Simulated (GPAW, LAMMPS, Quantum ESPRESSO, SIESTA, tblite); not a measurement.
## SIESTA on amorphous carbon (150 atoms): settings against a plane-wave reference

Wanted: SIESTA inputs and outputs for amorphous carbon (150 atoms), checked against a plane-wave reference.

Main program and level: SIESTA 5.4.2; the method is named at each step.

## Step 1: Set-up

The cell holds 150 atoms: 150 C. Cell: a = 11.985 Å, b = 11.985 Å, c = 11.985 Å, α = 90.0°, β = 90.0°, γ = 90.0°. 150 atoms (150 C) placed at random at 1.74 g/cm³, melted at 5500 K for 10 ps at fixed volume with the LCBOP (Los and Fasolino, Phys. Rev. B 68, 024107 (2003)). Quenched from 5500 K to 300 K at 100 K/ps and fixed volume, held 5 ps.

The yardstick, on the same geometry:

- method: Kohn-Sham DFT, PBE, SSSP efficiency 1.3.0 pseudopotentials, plane waves (Quantum ESPRESSO 7.5); sssp-pbe-1.3.0-efficiency, cutoffs 45/360 Ry, Γ point
- r.m.s. force component: 1.623 eV/Å
- longest force: 7.232 eV/Å
- pressure: -10.65 GPa
- time: 3.4 min on 4 MPI ranks of Arm Neoverse V2, shared host
- CPU time: 14 min

## Step 2: PBE, DZP, shift 0.01 Ry, mesh 300 Ry

Method: Kohn-Sham DFT, PBE, PseudoDojo 0.4.1 norm-conserving pseudopotentials (converted to PSML), numerical atomic orbitals (DZP), diagonalisation.

The .psml files are PseudoDojo norm-conserving potentials that we converted to this format, checked against plane waves on the same files for H, C, O, Si, Ge and Ca alone.

input.fdf

```
SystemLabel cell
NumberOfAtoms 150
NumberOfSpecies 1
%block ChemicalSpeciesLabel
  1 6 C
%endblock ChemicalSpeciesLabel
LatticeConstant 1.0 Ang
%block LatticeVectors
  11.98460 0.00000 0.00000
  0.00000 11.98460 0.00000
  0.00000 0.00000 11.98460
%endblock LatticeVectors
PAO.BasisSize DZP
PAO.EnergyShift 0.01 Ry
XC.Functional GGA
XC.Authors PBE
MeshCutoff 300 Ry
%block kgrid_Monkhorst_Pack
  1 0 0 0.0
  0 1 0 0.0
  0 0 1 0.0
%endblock kgrid_Monkhorst_Pack
SolutionMethod diagon
OccupationFunction FD
ElectronicTemperature 580 K
SCF.Mixer.Method Pulay
SCF.Mixer.Weight 0.05
SCF.Mixer.History 8
SCF.Mix Hamiltonian
MaxSCFIterations 300
SCF.DM.Tolerance 1e-04
SCF.H.Tolerance 1.0e-3 eV
WriteForces T
Write.HirshfeldPop T
Write.VoronoiPop T
Write.DM F
Write.H F
XML.Write F
AtomicCoordinatesFormat Fractional
%block AtomicCoordinatesAndAtomicSpecies
  0.83603 0.42345 0.07455 1
  0.61652 0.29341 0.32099 1
  0.60683 0.44062 0.77632 1
  0.61210 0.25661 0.54498 1
  0.96066 0.65235 0.30387 1
  0.55224 0.78722 0.52208 1
  0.47960 0.93672 0.00656 1
  0.46862 0.50075 0.25374 1
  0.22992 0.27396 0.74424 1
  0.80141 0.22747 0.12825 1
  0.00973 0.35489 0.32704 1
  0.68525 0.40334 0.86696 1
  0.35167 0.88850 0.41596 1
  0.87204 0.86651 0.72129 1
  0.72232 0.16417 0.19486 1
  0.39409 0.90945 0.19307 1
  0.26103 0.80241 0.04348 1
  0.46405 0.19762 0.68157 1
  0.93766 0.74808 0.10596 1
  0.24635 0.32741 0.53161 1
  0.28626 0.62134 0.26630 1
  0.31318 0.42616 0.51838 1
  0.72537 0.88025 0.50893 1
  0.27823 0.74605 0.93953 1
  0.54786 0.08713 0.26533 1
  0.47546 0.81621 0.96814 1
  0.38940 0.94500 0.31104 1
  0.06749 0.37620 0.88477 1
  0.53820 0.43299 0.18804 1
  0.67855 0.33707 0.97310 1
  0.87236 0.60892 0.38286 1
  0.22232 0.87234 0.67886 1
  0.27485 0.25521 0.62788 1
  0.06642 0.54080 0.76366 1
  0.83588 0.78374 0.64009 1
  0.09509 0.41001 0.39517 1
  0.92484 0.52451 0.58455 1
  0.42033 0.56767 0.66908 1
  0.30759 0.48749 0.11290 1
  0.55523 0.63133 0.38247 1
  0.77632 0.32384 0.04824 1
  0.47683 0.25087 0.93655 1
  0.10429 0.49949 0.05054 1
  0.54166 0.28174 0.64473 1
  0.18767 0.52465 0.12577 1
  0.31063 0.85191 0.13313 1
  0.49287 0.38579 0.08201 1
  0.40121 0.75104 0.77942 1
  0.11746 0.05319 0.66048 1
  0.17012 0.59581 0.21981 1
  0.08026 0.59706 0.29664 1
  0.85780 0.01931 0.56898 1
  0.36999 0.32304 0.93424 1
  0.81247 0.13013 0.58043 1
  0.00437 0.68080 0.03332 1
  0.75812 0.57750 0.32474 1
[... 90 atom lines left out ...]
  0.94315 0.41047 0.24990 1
  0.29894 0.32145 0.83542 1
  0.73300 0.84089 0.23486 1
  0.90106 0.84039 0.83317 1
%endblock AtomicCoordinatesAndAtomicSpecies
```

Run with:

```
OMP_NUM_THREADS=1 mpirun -np 4 siesta < input.fdf > output.txt
```

Output:

```text
Version         : 5.4.2
reinit: System Name:
reinit: System Label: cell
initatom: Reading input for the pseudopotentials and atomic orbitals ----------
Species number:   1 Atomic number:    6 Label: C
Ground state valence configuration (from tables):   2s02  2p02  3d00  4f00
---- Processing specs for species: C
GGA--PBE XC_GGA_X_PBE--XC_GGA_C_PBE pb
C pseudopotential only contains V_ls up to l=1 -- lmxkb reset.
Using PAO.SplitTailNorm
%block ChemicalSpeciesLabel
    1    6 C                       # Species index, atomic number, species label
%endblock ChemicalSpeciesLabel
%block PAO.Basis                 # Define Basis set
C                     2                    # Species label, number of l-shells
 n=2   0   2                         # n, l, Nzeta
   4.484      3.048
   1.000      1.000
 n=2   1   2 P   1                   # n, l, Nzeta, Polarization, NzetaPol
   5.436      3.692
   1.000      1.000
%endblock PAO.Basis
coor:   Atomic-coordinates input format  =     Fractional
siesta: System type = bulk
initatomlists: Number of atoms, orbitals, and projectors:    150  1950  1200
siesta: ******************** Simulation parameters ****************************
Total number of electrons:   600.000000
Total ionic charge:   600.000000
 Kpoints in:            1 . Kpoints trimmed:            1
siesta: k-grid: Number of k-points = 1
siesta: k-points from Monkhorst-Pack grid
siesta: k-cutoff (effective) =     5.992 Ang
siesta: k-point supercell and displacements
siesta: k-grid:     1     0     0      0.000
siesta: k-grid:     0     1     0      0.000
siesta: k-grid:     0     0     1      0.000
                     ====================================
                        Single-point calculation
                     ====================================
outcell: Unit cell vectors (Ang):
       11.984600    0.000000    0.000000
        0.000000   11.984600    0.000000
        0.000000    0.000000   11.984600
outcell: Cell vector modules (Ang)   :   11.984600   11.984600   11.984600
outcell: Cell angles (23,13,12) (deg):     90.0000     90.0000     90.0000
outcell: Cell volume (Ang**3)        :   1721.3557
Gamma-point calculation with multiply-connected orbital pairs
Gamma-point calculation with multiply-connected orbital pairs
Folding of H and S implicitly performed
Folding of H and S implicitly performed
new_DM -- step:     1
Initializing Density Matrix...
Attempting to read DM from file... Failed...
DM filled with atomic data:
InitMesh: MESH = 128 x 128 x 128 = 2097152
InitMesh: Mesh cutoff (required, used) =   300.000   315.264 Ry
stepf: Fermi-Dirac step function
        iscf     Eharris(eV)        E_KS(eV)     FreeEng(eV)     dDmax    Ef(eV) dHmax(eV)
   scf:    1   -24277.247573   -24379.433216   -24379.779246  1.875823 -5.477219  8.889741
   scf:    2   -24391.864756   -24387.836549   -24388.207379  0.114807 -5.419622  4.240522
   scf:    3   -24392.621816   -24390.510986   -24390.887461  0.029030 -5.366736  3.165971
   scf:    4   -24394.493782   -24392.784572   -24393.167193  0.038023 -5.275781  1.933902
   scf:    5   -24395.473599   -24394.285033   -24394.680071  0.031021 -5.157149  1.342221
   scf:    6   -24396.166702   -24395.343799   -24395.748359  0.038311 -5.007188  1.140797
   scf:    7   -24396.197811   -24395.820724   -24396.227271  0.024232 -4.896858  0.564190
   scf:    8   -24396.149859   -24396.006654   -24396.409623  0.017185 -4.850830  0.288312
   scf:    9   -24396.114323   -24396.069501   -24396.469696  0.008689 -4.831385  0.169972
   scf:   10   -24396.102015   -24396.087860   -24396.486972  0.002900 -4.827075  0.073403
   scf:   11   -24396.098194   -24396.093350   -24396.492128  0.001156 -4.827248  0.047114
   scf:   12   -24396.102116   -24396.098113   -24396.496699  0.001473 -4.828362  0.029986
[...]
scf:   19   -24396.102049   -24396.102013   -24396.500643  0.000458 -4.836471  0.003592
   scf:   20   -24396.102047   -24396.102031   -24396.500655  0.000274 -4.837523  0.002225
   scf:   21   -24396.102042   -24396.102037   -24396.500658  0.000147 -4.838148  0.001430
   scf:   22   -24396.102032   -24396.102035   -24396.500659  0.000046 -4.838377  0.001173
   scf:   23   -24396.102031   -24396.102033   -24396.500660  0.000011 -4.838420  0.000828
SCF Convergence by DM+H criterion
max |DM_out - DM_in|         :     0.0000113980
max |H_out - H_in|      (eV) :     0.0008284222
SCF cycle converged after 23 iterations
Using DM_out to compute the final energy and forces
siesta: E_KS(eV) =           -24396.1020
siesta: E_KS - E_eggbox =    -24396.1020
siesta: Atomic forces (eV/Ang):
     1    2.216161    1.771095   -1.273087
     2    1.046764    1.584358    0.066810
     3    1.485143    1.035668    0.802715
     4    0.566958   -0.313426   -1.295436
     5    3.560661   -0.403024   -0.764655
     6    0.220370   -1.020202    0.217288
     7   -0.245713   -0.355792   -3.360340
     8   -1.122139    0.981162   -2.136629
     9    2.150138    2.041423    1.719430
    10   -1.070588    0.405386    0.747804
    11   -0.602144    1.204177   -1.097029
    12    1.759438    0.247115    1.531454
[...]
146    0.462701    1.333207    3.102313
   147   -2.118522    0.257185   -0.275086
   148    0.223362   -1.020166    1.580128
   149    1.994282    1.284569   -0.166554
   150    2.031925   -1.531867    1.854819
----------------------------------------
   Tot    0.004215    0.003617    0.004663
----------------------------------------
   Max    6.780581
   Res    1.660347    sqrt( Sum f_i^2 / 3N )
----------------------------------------
   Max    6.780581    constrained
Stress tensor Voigt[x,y,z,yz,xz,xy] (kbar):       37.14       61.07       69.11       -3.54        3.14      -18.81
(Free)E + p*V (eV/cell)   -24456.4197
Target enthalpy (eV/cell)   -24396.5007
siesta: Program's energy decomposition (eV):
siesta: Ebs     =     -7976.251115
siesta: Eions   =     42324.257709
siesta: Ena     =     11267.569751
siesta: Ekin    =     16327.377160
siesta: Enl     =      -762.494978
siesta: DEna    =      -359.565154
siesta: DUscf   =        28.885295
siesta: Ex      =     -7823.067430
siesta: Ec      =      -750.548967
siesta: Exc     =     -8573.616397
siesta: Eharris =    -24396.102031
siesta: Etot    =    -24396.102033
siesta: FreeEng =    -24396.500660
siesta: Final energy (eV):
siesta:  Band Struct. =   -7976.251115
siesta:       Kinetic =   16327.377160
siesta:       Hartree =   13699.716018
siesta:         Exch. =   -7823.067430
siesta:         Corr. =    -750.548967
siesta:   Exch.-corr. =   -8573.616397
siesta:  Ion-electron =  -42354.235340
siesta:       Ion-ion =   -3495.343474
siesta:         Total =  -24396.102033
siesta:         Fermi =      -4.838420
siesta: Stress tensor (static) (eV/Ang**3):
siesta:     0.023179   -0.011740    0.001957
siesta:    -0.011740    0.038115   -0.002209
siesta:     0.001957   -0.002208    0.043134
siesta: Cell volume =       1721.355734 Ang**3
siesta: Pressure (static):
siesta:                Solid            Molecule  Units
siesta:          -0.00037912         -0.00047590  Ry/Bohr**3
siesta:          -0.03480922         -0.04369475  eV/Ang**3
siesta:         -55.77052588        -70.00670265  kBar
    Orbital volume contribution        =          56.955341 eV
    (Free)E + p_basis*V_orbitals       =      -24339.545319 eV
    (Free)Eharris+ p_basis*V_orbitals  =      -24339.545317 eV
Hirshfeld Atomic Populations:
Atom #   charge [q] valence [e]  Species
     1     0.014006    3.985994  C
     2     0.013485    3.986515  C
     3     0.000686    3.999314  C
     4     0.000168    3.999832  C
     5    -0.000910    4.000910  C
     6    -0.003422    4.003422  C
     7     0.007186    3.992814  C
     8    -0.007663    4.007663  C
     9    -0.004976    4.004976  C
    10    -0.001376    4.001376  C
    11    -0.016318    4.016318  C
    12     0.000191    3.999809  C
[...]
--------------------
 Total    -0.000041
Voronoi Atomic Populations:
Atom #   charge [q] valence [e]  Species
[...]
146     0.034225    3.965775  C
   147    -0.016938    4.016938  C
   148    -0.038581    4.038581  C
   149     0.012636    3.987364  C
   150     0.017931    3.982069  C
--------------------
 Total    -0.000041
```

Elapsed: 2.1 min, on 4 MPI ranks of Arm Neoverse V2, shared host; peak memory 2.2 GiB; 8.3 min of CPU time.

Banners, paths, timers and routine set-up lines are dropped from the logs unmarked, and long logs keep their key lines alone; longer cuts are marked.

Against the reference:

* r.m.s. force component: 1.66 eV/Å
* r.m.s. difference of force components: 221.2 meV/Å
* longest difference of force vectors: 1056 meV/Å
* force difference over r.m.s. force: 13.63 %
* slope of forces against the reference's: 1.014
* correlation of force components: 0.9912
* pressure: -5.577 GPa
* pressure difference: 5.072 GPa

This run lies far from the reference in forces at the same functional.

A closer look about C76, picked at random: 10 atoms, nearest first, numbered in the order of the input, with positions taken from that point.

```csv
atom,x,y,z,distance (Å),bonds,Hirshfeld charge (e),Fx,Fy,Fz (eV/Å)
C76,0.00,0.00,0.00,0.00,3,0.01,-0.04,0.71,0.84
C9,1.31,0.52,-0.22,1.42,3,-0.01,2.15,2.04,1.72
C57,-0.68,0.38,1.23,1.45,3,0.01,0.05,-4.30,-1.10
C138,-0.53,-0.79,-1.11,1.46,3,0.01,1.17,0.03,-0.62
C28,-0.64,1.75,1.47,2.37,3,0.00,1.71,0.51,3.31
C49,-0.04,-2.12,-1.22,2.45,3,0.00,2.29,-2.13,-0.53
C33,1.84,0.30,-1.61,2.47,3,-0.01,-0.63,0.72,-0.28
C148,2.13,1.09,0.88,2.55,2,-0.02,0.22,-1.02,1.58
C82,-1.36,-0.33,-2.19,2.60,3,0.02,1.29,-0.53,0.20
C70,-1.09,-0.40,2.34,2.61,2,-0.04,-1.81,0.37,4.22
```

Forces lie 14 % from the reference's, at 0.60 times its CPU time.

## Step 3: PBE, SZ, shift 0.01 Ry, mesh 300 Ry

Method: Kohn-Sham DFT, PBE, PseudoDojo 0.4.1 norm-conserving pseudopotentials (converted to PSML), numerical atomic orbitals (SZ), diagonalisation.

Changes to input.fdf since step 2:

```diff
@@ -12,3 +12,3 @@
 %endblock LatticeVectors
-PAO.BasisSize DZP
+PAO.BasisSize SZ
 PAO.EnergyShift 0.01 Ry
```

Run with:

```
OMP_NUM_THREADS=1 siesta < input.fdf > output.txt
```

Output:

```text
Version         : 5.4.2
reinit: System Name:
reinit: System Label: cell
initatom: Reading input for the pseudopotentials and atomic orbitals ----------
Species number:   1 Atomic number:    6 Label: C
Ground state valence configuration (from tables):   2s02  2p02  3d00  4f00
---- Processing specs for species: C
GGA--PBE XC_GGA_X_PBE--XC_GGA_C_PBE pb
C pseudopotential only contains V_ls up to l=1 -- lmxkb reset.
Using PAO.SplitTailNorm
%block ChemicalSpeciesLabel
    1    6 C                       # Species index, atomic number, species label
%endblock ChemicalSpeciesLabel
%block PAO.Basis                 # Define Basis set
C                     2                    # Species label, number of l-shells
 n=2   0   1                         # n, l, Nzeta
   4.484
   1.000
[... lines left out ...]
Total number of electrons:   600.000000
[... lines left out ...]
stepf: Fermi-Dirac step function
        iscf     Eharris(eV)        E_KS(eV)     FreeEng(eV)     dDmax    Ef(eV) dHmax(eV)
[... lines left out ...]
SCF Convergence by DM+H criterion
[... lines left out ...]
SCF cycle converged after 24 iterations
[... lines left out ...]
   Max    7.740526
[... lines left out ...]
   Max    7.740526    constrained
Stress tensor Voigt[x,y,z,yz,xz,xy] (kbar):     -152.51     -123.54     -127.15       -6.77      -17.90      -25.40
[... lines left out ...]
Target enthalpy (eV/cell)   -24188.0283
siesta: Program's energy decomposition (eV):
siesta: Ebs     =     -8818.632892
siesta: Eions   =     42324.257709
siesta: Ena     =     11267.569751
siesta: Ekin    =     15276.225114
siesta: Enl     =      -595.642511
siesta: DEna    =       497.955146
siesta: DUscf   =        16.419316
siesta: Ex      =     -7570.007773
siesta: Ec      =      -755.883040
siesta: Exc     =     -8325.890813
siesta: Eharris =    -24187.621718
siesta: Etot    =    -24187.621708
siesta: FreeEng =    -24188.028321
siesta: Final energy (eV):
siesta:  Band Struct. =   -8818.632892
siesta:       Kinetic =   15276.225114
siesta:       Hartree =   12588.575789
siesta:         Exch. =   -7570.007773
siesta:         Corr. =    -755.883040
siesta:   Exch.-corr. =   -8325.890813
siesta:  Ion-electron =  -40231.188322
siesta:       Ion-ion =   -3495.343474
siesta:         Total =  -24187.621708
siesta:         Fermi =      -6.037732
siesta: Stress tensor (static) (eV/Ang**3):
siesta:    -0.095187   -0.015854   -0.011174
siesta:    -0.015855   -0.077108   -0.004226
siesta:    -0.011174   -0.004226   -0.079359
siesta: Cell volume =       1721.355734 Ang**3
siesta: Pressure (static):
siesta:                Solid            Molecule  Units
siesta:           0.00091362          0.00094195  Ry/Bohr**3
siesta:           0.08388469          0.08648602  eV/Ang**3
siesta:         134.39808365        138.56588266  kBar
    Orbital volume contribution        =          29.148216 eV
    (Free)E + p_basis*V_orbitals       =      -24158.880104 eV
    (Free)Eharris+ p_basis*V_orbitals  =      -24158.880114 eV
Hirshfeld Atomic Populations:
Atom #   charge [q] valence [e]  Species
     1     0.007972    3.992028  C
     2     0.013527    3.986473  C
     3     0.002207    3.997793  C
[...]
--------------------
 Total    -0.000030
Voronoi Atomic Populations:
Atom #   charge [q] valence [e]  Species
[...]
149     0.010223    3.989777  C
   150     0.016575    3.983425  C
--------------------
 Total    -0.000030
```

Run time: 1.8 min. Hardware: 1 thread; peak memory 0.72 GiB.

Numbers from this run, and their distance from the reference:

```
r.m.s. force component                  : 1.902 eV/Å
r.m.s. difference of force components   : 825.7 meV/Å
longest difference of force vectors     : 3459 meV/Å
force difference over r.m.s. force      : 50.89 %
slope of forces against the reference's : 1.057
correlation of force components         : 0.9021
pressure                                : 13.44 GPa
pressure difference                     : 24.09 GPa
```

This is a coarse setting, run to see what it loses.

Against the first run (14 %), the force difference from the reference is 51 %, at 0.22 times the CPU time (on 1 against 4 cores), with 600 basis functions against 1950: the smaller basis costs accuracy.

## Step 4: PBE, TZP, shift 0.01 Ry, mesh 300 Ry

Method: Kohn-Sham DFT, PBE, PseudoDojo 0.4.1 norm-conserving pseudopotentials (converted to PSML), numerical atomic orbitals (TZP), diagonalisation.

Changes to input.fdf since step 3:

```diff
@@ -12,3 +12,3 @@
 %endblock LatticeVectors
-PAO.BasisSize SZ
+PAO.BasisSize TZP
 PAO.EnergyShift 0.01 Ry
```

Run with:

```
OMP_NUM_THREADS=1 mpirun -np 4 siesta < input.fdf > output.txt
```

Output:

```text
Version         : 5.4.2
reinit: System Name:
reinit: System Label: cell
initatom: Reading input for the pseudopotentials and atomic orbitals ----------
Species number:   1 Atomic number:    6 Label: C
Ground state valence configuration (from tables):   2s02  2p02  3d00  4f00
---- Processing specs for species: C
GGA--PBE XC_GGA_X_PBE--XC_GGA_C_PBE pb
C pseudopotential only contains V_ls up to l=1 -- lmxkb reset.
Using PAO.SplitTailNorm
%block ChemicalSpeciesLabel
    1    6 C                       # Species index, atomic number, species label
[... lines left out ...]
stepf: Fermi-Dirac step function
        iscf     Eharris(eV)        E_KS(eV)     FreeEng(eV)     dDmax    Ef(eV) dHmax(eV)
[... lines left out ...]
SCF Convergence by DM+H criterion
[... lines left out ...]
SCF cycle converged after 23 iterations
[... lines left out ...]
   Max    6.755300
[... lines left out ...]
   Max    6.755300    constrained
Stress tensor Voigt[x,y,z,yz,xz,xy] (kbar):       41.89       65.59       74.09       -3.49        3.62      -18.77
[... lines left out ...]
siesta: FreeEng =    -24400.295568
[... lines left out ...]
siesta:       Kinetic =   16362.800750
siesta:       Hartree =   13697.041975
siesta:         Exch. =   -7823.622336
siesta:         Corr. =    -750.286764
siesta:   Exch.-corr. =   -8573.909100
siesta:  Ion-electron =  -42390.486697
siesta:       Ion-ion =   -3495.343474
siesta:         Total =  -24399.896546
siesta:         Fermi =      -4.851795
siesta: Stress tensor (static) (eV/Ang**3):
siesta:     0.026148   -0.011716    0.002259
siesta:    -0.011716    0.040936   -0.002181
siesta:     0.002259   -0.002181    0.046246
siesta: Cell volume =       1721.355734 Ang**3
siesta: Pressure (static):
siesta:                Solid            Molecule  Units
siesta:          -0.00041144         -0.00051596  Ry/Bohr**3
siesta:          -0.03777666         -0.04737361  eV/Ang**3
siesta:         -60.52487426        -75.90089103  kBar
    Orbital volume contribution        =          70.822192 eV
    (Free)E + p_basis*V_orbitals       =      -24329.473376 eV
    (Free)Eharris+ p_basis*V_orbitals  =      -24329.473375 eV
Hirshfeld Atomic Populations:
Atom #   charge [q] valence [e]  Species
     1     0.014220    3.985780  C
     2     0.013534    3.986466  C
     3     0.000471    3.999529  C
[...]
--------------------
 Total    -0.000041
Voronoi Atomic Populations:
Atom #   charge [q] valence [e]  Species
[...]
149     0.012127    3.987873  C
   150     0.019662    3.980338  C
--------------------
 Total    -0.000040
```

The job ended after 3 min (4 MPI ranks; peak memory 2.9 GiB; 12 min of CPU time).

Against the reference:

| Item | Value |
| --- | --- |
| r.m.s. force component | 1.655 eV/Å |
| r.m.s. difference of force components | 192.7 meV/Å |
| longest difference of force vectors | 904.4 meV/Å |
| force difference over r.m.s. force | 11.88 % |
| slope of forces against the reference's | 1.013 |
| correlation of force components | 0.9933 |
| pressure | -6.053 GPa |
| pressure difference | 4.596 GPa |

This run lies far from the reference in forces at the same functional.

Against the first run (14 %), the force difference from the reference is 12 %, at 1.5 times the CPU time, with 2550 basis functions against 1950: the larger basis brings the forces nearer.

(Continued in part 2 of 2.)

[Also dropped from logs without a mark: logging warnings of Python, and SIESTA's first energy breakdown and zero terms.]

[Logs are printed without paths, hosts, clocks, repeated set-up lines and the standing remarks that a program may print on its own settings, such as how far it seeks lower states.]

[Hosts, paths, dates, database ids (printed as entryN), source tags and the programs' standing remarks are cut or masked in the printed files.]
